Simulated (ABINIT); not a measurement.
# H2Pb (P-3m1): from the cell to the phonon bands, part 2 of 6

How does H2Pb (P-3m1) vibrate, and is this structure a minimum?

ABINIT 10.8.3; DFT LDA, scalar-relativistic, plane waves, HGH norm-conserving pseudopotentials.

So far: Starting point; A probe with smearing; Rough relaxation. The relaxed cell has a = 3.552, c = 3.521 Å (conventional setting).

The structure was built from a prototype and need not be the compound's stable phase.

### Step 5. Relaxing the cell and atoms

The harmonic expansion needs vanishing forces, and a free crystal bears no stress, so cell and atoms are brought to rest. Stress is more sensitive to the basis than forces are: the last 3 Ha under the cutoff are smoothed with ecutsm, and the cutoff is raised above that of the later runs.

File relax.abi:

```
# relaxation
ionmov 2
optcell 2
dilatmx 1.08
ntime 40
tolmxf 1.0d-05
tolvrs 1.0d-14
prtwf 0
prtden 0
chksymtnons 0

# basis, mesh and filling
ecut 43.0
ecutsm 3.0
ixc 7
ngkpt 9 9 8
nshiftk 1
shiftk 0.0 0.0 0.0
istwfk *1
occopt 7
tsmear 0.01
nband 8
nstep 100
diemac 1000000.0
prtebands 0
prtgsr 0
useylm 1

# cell and atoms
acell 3*1.0 Angstrom
rprim 
    3.552134588 0.0 0.0
    -1.776067294 3.07623879 0.0
    0.0 0.0 3.520592943
ntypat 2
znucl 82 1
natom 3
typat 1 2 2
xred 
    0.0 0.0 0.0
    1/3 2/3 0.2432727639
    2/3 1/3 0.7567272361
pp_dirpath "./pseudo"
pseudos "Pb.hgh, H.hgh"
```

Launch:

```
> OMP_NUM_THREADS=1 mpirun -n 2 abinit relax.abi > relax.log
```

Numbers of over 12 decimals in the logs are rounded to 6 here.

relax.abo, the main output file:

```text
[banners, grids, parts of the stress and lines that vanish by symmetry left out]
- input  file    -> relax.abi
- output file    -> relax.abo
- root for input  files -> relaxi
[...]
Symmetries : space group P-3 m 1 (#164); Bravais hP (primitive hexag.)
[...]
mpw =        4430          nfft =       91125          nkpt =          81
[...]
== DATASET  1 ==================================================================
[...]
cutoff_energies: {ecut:  43.0, pawecutdg:  -1.0, }
[...]
Exchange-correlation functional for the present dataset will be:
  LDA: Perdew-Wang 92 LSD fit to Ceperley-Alder data - ixc=7
[...]
ETOT  1  -4.740937    -4.741E+00 2.419E-02 2.244E+01
 ETOT  2  -4.748262    -7.324E-03 6.360E-04 8.599E-01
 ETOT  3  -4.748306    -4.440E-05 9.909E-05 3.464E-02
 ETOT  4  -4.748308    -2.124E-06 2.980E-05 2.526E-03
 ETOT  5  -4.748308    -1.304E-07 6.155E-05 8.427E-06
[...]
At SCF step   10       vres2   =  8.01E-16 < tolvrs=  1.00E-14 =>converged.
[...]
sigma(1 1)= -7.05850082E-05  sigma(3 2)=  0.00000000E+00
  sigma(2 2)= -7.05850076E-05  sigma(3 1)=  0.00000000E+00
  sigma(3 3)=  5.31328350E-05  sigma(2 1)=  0.00000000E+00
[...]
convergence: {deltae:  1.652E-13, res2:  8.007E-16, residm:  2.118E-06, diffor: null, }
etotal    :  -4.74830822E+00
[...]
ETOT  1  -4.748397    -4.748E+00 2.333E-04 6.190E-02
[...]
At SCF step    8       vres2   =  2.45E-15 < tolvrs=  1.00E-14 =>converged.
[...]
sigma(1 1)= -5.90805468E-05  sigma(3 2)=  0.00000000E+00
  sigma(2 2)= -5.90805462E-05  sigma(3 1)=  0.00000000E+00
  sigma(3 3)=  5.40768946E-05  sigma(2 1)=  0.00000000E+00
[...]
convergence: {deltae: -8.882E-15, res2:  2.450E-15, residm:  6.067E-08, diffor: null, }
etotal    :  -4.74840177E+00
[...]
ETOT  1  -4.748508    -4.749E+00 2.631E+07 3.273E+00
[...]
At SCF step    9       vres2   =  7.28E-16 < tolvrs=  1.00E-14 =>converged.
[...]
sigma(1 1)=  1.91827797E-05  sigma(3 2)=  0.00000000E+00
  sigma(2 2)=  1.91827803E-05  sigma(3 1)=  0.00000000E+00
  sigma(3 3)=  5.59375754E-05  sigma(2 1)=  0.00000000E+00
[...]
convergence: {deltae:  3.464E-14, res2:  7.275E-16, residm:  1.492E-08, diffor: null, }
etotal    :  -4.74876782E+00
[...]
ETOT  1  -4.748804    -4.749E+00 9.033E-02 3.718E-02
[...]
At SCF step    8       vres2   =  1.63E-15 < tolvrs=  1.00E-14 =>converged.
[...]
sigma(1 1)=  2.41619419E-05  sigma(3 2)=  0.00000000E+00
  sigma(2 2)=  2.41619425E-05  sigma(3 1)=  0.00000000E+00
  sigma(3 3)=  5.26239309E-05  sigma(2 1)=  0.00000000E+00
[...]
convergence: {deltae: -3.642E-14, res2:  1.627E-15, residm:  8.644E-07, diffor: null, }
etotal    :  -4.74880647E+00
[...]
ETOT  1  -4.748943    -4.749E+00 1.064E+03 7.581E-01
[...]
sigma(1 1)=  3.09584761E-05  sigma(3 2)=  0.00000000E+00
  sigma(2 2)=  3.09584767E-05  sigma(3 1)=  0.00000000E+00
[...]
convergence: {deltae:  5.951E-14, res2:  3.964E-16, residm:  1.470E-04, diffor: null, }
etotal    :  -4.74899147E+00
[...]
ETOT  1  -4.749027    -4.749E+00 6.437E-02 7.214E-02
[...]
convergence: {deltae: -1.075E-13, res2:  2.410E-15, residm:  3.512E-11, diffor: null, }
etotal    :  -4.74903638E+00
[...]
ETOT  1  -4.749040    -4.749E+00 2.235E-03 7.727E-02
[...]
convergence: {deltae: -3.020E-14, res2:  1.556E-15, residm:  3.679E-12, diffor: null, }
etotal    :  -4.74904821E+00
[...]
ETOT  1  -4.749048    -4.749E+00 5.120E-04 1.051E-03
[...]
convergence: {deltae: -2.309E-14, res2:  5.340E-15, residm:  1.687E-13, diffor: null, }
etotal    :  -4.74904833E+00
[...]
ETOT  1  -4.749048    -4.749E+00 6.486E-10 1.996E-05
[...]
convergence: {deltae:  7.816E-14, res2:  2.064E-16, residm:  1.737E-15, diffor: null, }
etotal    :  -4.74904834E+00
[...]
ETOT  1  -4.749048    -4.749E+00 7.376E-09 1.458E-03
[...]
convergence: {deltae: -9.148E-14, res2:  7.282E-17, residm:  1.635E-13, diffor: null, }
etotal    :  -4.74904846E+00
[...]
ETOT  1  -4.749048    -4.749E+00 1.545E-09 1.024E-03
[...]
convergence: {deltae: -1.776E-14, res2:  5.507E-17, residm:  2.356E-13, diffor: null, }
etotal    :  -4.74904856E+00
[...]
ETOT  1  -4.749049    -4.749E+00 4.598E-09 5.288E-04
[...]
At SCF step    7       vres2   =  4.89E-15 < tolvrs=  1.00E-14 =>converged.
[...]
sigma(2 2)= -3.97625280E-07  sigma(3 1)=  0.00000000E+00
  sigma(3 3)=  2.00790978E-07  sigma(2 1)=  0.00000000E+00
[...]
convergence: {deltae:  3.020E-14, res2:  4.891E-15, residm:  4.071E-13, diffor: null, }
etotal    :  -4.74904863E+00
[...]
ETOT  1  -4.749049    -4.749E+00 2.277E-08 3.874E-05
[...]
ETOT  6  -4.749049     4.441E-15 6.764E-05 6.688E-14
 ETOT  7  -4.749049     3.464E-14 1.636E-08 5.407E-16
 At SCF step    7       vres2   =  5.41E-16 < tolvrs=  1.00E-14 =>converged.
[...]
sigma(1 1)= -9.09232051E-08  sigma(3 2)=  0.00000000E+00
  sigma(2 2)= -9.09225670E-08  sigma(3 1)=  0.00000000E+00
  sigma(3 3)=  5.71909088E-08  sigma(2 1)=  0.00000000E+00
[...]
convergence: {deltae:  3.464E-14, res2:  5.407E-16, residm:  1.636E-08, diffor: null, }
etotal    :  -4.74904865E+00
[...]
At Broyd/MD step  13, gradients are converged :
[...]
sigma(1 1)= -9.09232051E-08  sigma(3 2)=  0.00000000E+00
  sigma(2 2)= -9.09225670E-08  sigma(3 1)=  0.00000000E+00
  sigma(3 3)=  5.71909088E-08  sigma(2 1)=  0.00000000E+00
[...]
- sigma(1 1)= -2.67505305E-03  sigma(3 2)=  0.00000000E+00
- sigma(2 2)= -2.67503428E-03  sigma(3 1)=  0.00000000E+00
- sigma(3 3)=  1.68261463E-03  sigma(2 1)=  0.00000000E+00
[...]
fcart     -0.0000000000E+00  2.9069461287E-27 -0.0000000000E+00
           strten     -9.0923205130E-08 -9.0922567008E-08  5.7190908834E-08
================================================================================

[key lines of the parts left out:]
pressure_GPa:   1.2225E-03
Total energy (etotal) [Ha]= -4.74904864617976E+00
```

Elapsed: 6.9 min, on 2 MPI ranks of Intel Xeon at 2.70GHz, shared host.

Step by step:

```
step  energy less that of the first step (eV)  largest force (eV/Å)  volume (Å³)
   1                                   0.0000                0.0049        38.47
   2                                  -0.0025                0.0108        38.57
   3                                  -0.0125                0.0474        39.22
   4                                  -0.0136                0.0469        39.19
   5                                  -0.0186                0.0296        38.59
   6                                  -0.0198                0.0149        38.19
   7                                  -0.0201                0.0046        37.98
   8                                  -0.0201                0.0041        37.98
   9                                  -0.0201                0.0040        37.98
  10                                  -0.0201                0.0027        37.98
  11                                  -0.0201                0.0013        37.99
  12                                  -0.0201                0.0000        38.00
  13                                  -0.0201                0.0001        38.00
```

```
conventional cell, symmetrised  before  after  change
                         a (Å)   3.552  3.622  +2.0 %
                         b (Å)   3.552  3.622  +2.0 %
                         c (Å)   3.521  3.344  -5.0 %
              volume (Å³/atom)   12.82  12.67  -1.2 %
```

The atoms that moved most (Å, as changes of fractional coordinates times the final cell):

```
atom     dx     dy      dz  length
  H2  0.000  0.000  -0.010   0.010
  H3  0.000  0.000   0.010   0.010
```

Final coordinates:

```xyz
3
Lattice="3.6224 0.0000 0.0000 -1.8112 3.1371 0.0000 0.0000 0.0000 3.3439" Properties=species:S:1:pos:R:3 pbc="T T T"
Pb    0.0000    0.0000    0.0000
H     0.0000    2.0914    0.8030
H     1.8112    1.0457    2.5408
```

Read from the output:

```yaml
volume_per_atom: 12.67 Å³
pressure: 0.001222 GPa
```

The volume changes by -1.2 % in this run and stands -44.2 % from the first cell.

### Step 6. Self-consistent run for the response

The response is built on these wavefunctions, so the potential is converged far more tightly than an energy would need. Smearing stays on, as the first look found no gap above 0.3 eV.

File gs.abi:

```
# ground state
tolvrs 1.0d-16
prtden 1
prtwf 1
prtpot 1

# basis, mesh and filling
ecut 35.0
ixc 7
ngkpt 9 9 8
nshiftk 1
shiftk 0.0 0.0 0.0
istwfk *1
occopt 7
tsmear 0.01
nband 8
nstep 100
diemac 1000000.0
prtebands 0
prtgsr 0
useylm 1

# cell and atoms
acell 3*1.0 Angstrom
rprim 
    3.622368489 0.0 0.0
    -1.811184245 3.137063134 0.0
    0.0 0.0 3.343869103
ntypat 2
znucl 82 1
natom 3
typat 1 2 2
xred 
    0.0 0.0 0.0
    1/3 2/3 0.2401526275
    2/3 1/3 0.7598473725
pp_dirpath "./pseudo"
pseudos "Pb.hgh, H.hgh"
```

Launch:

```
> OMP_NUM_THREADS=1 mpirun -n 2 abinit gs.abi > gs.log
```

gs.abo, the main output file:

```text
[banners, grids, parts of the stress and lines that vanish by symmetry left out]
- input  file    -> gs.abi
- output file    -> gs.abo
- root for input  files -> gsi
[...]
Symmetries : space group P-3 m 1 (#164); Bravais hP (primitive hexag.)
[...]
mpw =        2555          nfft =       57600          nkpt =          81
[...]
== DATASET  1 ==================================================================
[...]
cutoff_energies: {ecut:  35.0, pawecutdg:  -1.0, }
[...]
Exchange-correlation functional for the present dataset will be:
  LDA: Perdew-Wang 92 LSD fit to Ceperley-Alder data - ixc=7
[...]
ETOT  1  -4.739215    -4.739E+00 3.305E-02 1.281E+01
 ETOT  2  -4.748031    -8.816E-03 1.504E-04 4.193E-01
 ETOT  3  -4.748064    -3.349E-05 5.388E-05 1.379E-02
 ETOT  4  -4.748066    -2.036E-06 4.213E-05 1.176E-03
 ETOT  5  -4.748066    -1.054E-07 3.428E-05 4.792E-06
[...]
ETOT 10  -4.748066    -6.217E-15 9.440E-06 4.335E-16
 ETOT 11  -4.748066    -3.553E-15 7.002E-06 3.551E-18
 At SCF step   11       vres2   =  3.55E-18 < tolvrs=  1.00E-16 =>converged.
[...]
sigma(1 1)=  1.59912361E-05  sigma(3 2)=  0.00000000E+00
  sigma(2 2)=  1.59912356E-05  sigma(3 1)=  0.00000000E+00
  sigma(3 3)=  1.67678548E-05  sigma(2 1)=  1.82506372E-13
[...]
convergence: {deltae: -3.553E-15, res2:  3.551E-18, residm:  7.002E-06, diffor: null, }
etotal    :  -4.74806619E+00
[...]
sigma(1 1)=  1.59912361E-05  sigma(3 2)=  0.00000000E+00
  sigma(2 2)=  1.59912356E-05  sigma(3 1)=  0.00000000E+00
  sigma(3 3)=  1.67678548E-05  sigma(2 1)=  1.82506372E-13
[...]
- sigma(1 1)=  4.70478409E-01  sigma(3 2)=  0.00000000E+00
- sigma(2 2)=  4.70478395E-01  sigma(3 1)=  0.00000000E+00
- sigma(3 3)=  4.93327320E-01  sigma(2 1)=  5.36952285E-09
[...]
fcart     -1.0489538304E-28 -1.2717889301E-27 -0.0000000000E+00
           strten      1.5991236080E-05  1.5991235600E-05  1.6767854803E-05
================================================================================

[key lines of the parts left out:]
pressure_GPa:  -4.7809E-01
```

The job ended after 23 s (2 MPI ranks).

Read from the output:

```
pressure : -0.4781 GPa
```

The cell stands at -0.48 GPa: the relaxation ran with a smoothed and higher cutoff, and the difference is a stress of the finite basis.

(Continued in part 3 of 6.)

[Host names and launcher messages were left out of these logs when they were recorded.]

[Logs are printed without paths, hosts, clocks, repeated set-up lines and the standing remarks that a program may print on its own settings, such as how far it seeks lower states.]

[Hosts, paths, dates, database ids (printed as entryN), source tags and the programs' standing remarks are cut or masked in the printed files.]
